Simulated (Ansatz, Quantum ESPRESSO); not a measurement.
# N on hollow sites of Mo(110): the work function of the upper face at a withheld member of a series

How the rows were computed: Quantum ESPRESSO 7.5, PBE, GBRV ultrasoft. Slabs of 3 layers, covered on the upper face; adsorbates and the top layer relax in a periodic cell, the rest is held (the clean slab relaxes both outer layers); a run under open boundaries (ESM, bc1) gives both vacuum levels. Cells of one to 9 surface sites carry the coverages, on meshes of like density; cold smearing of 0.02 Ry. The slabs take the lattice constants of the bulk relaxed by the same program. The series steps the coverage.

```tsv
coverage	work function of the upper face (eV)
0 ML	4.715
0.1111 ML	4.817
0.1667 ML	4.892
0.25 ML	5.007
0.3333 ML	5.323
0.5 ML	5.629
0.6667 ML	5.788
1 ML	6.399
```

**Question.** What is the work function of the upper face at 0.75 ML?

**Fit.** The rows at 0.6667 ML and 1 ML give a slope of (6.399 − (5.788))/(1 − (0.6667)) = 1.833, so a straight line gives 5.941 eV. A parabola through these and the row at 0.5 ML gives 5.904 eV.

**Check.** 6.024 eV. The line misses by −0.083 and the parabola by −0.120 eV. Neither catches the point well; the series is not smooth on this step.

Caveats: Thin slabs, one site and one ordered pattern a coverage; no reconstruction or subsurface sites; meshes differ a little between cells.

[Logs are printed without paths, hosts, clocks, repeated set-up lines and the standing remarks that a program may print on its own settings, such as how far it seeks lower states.]
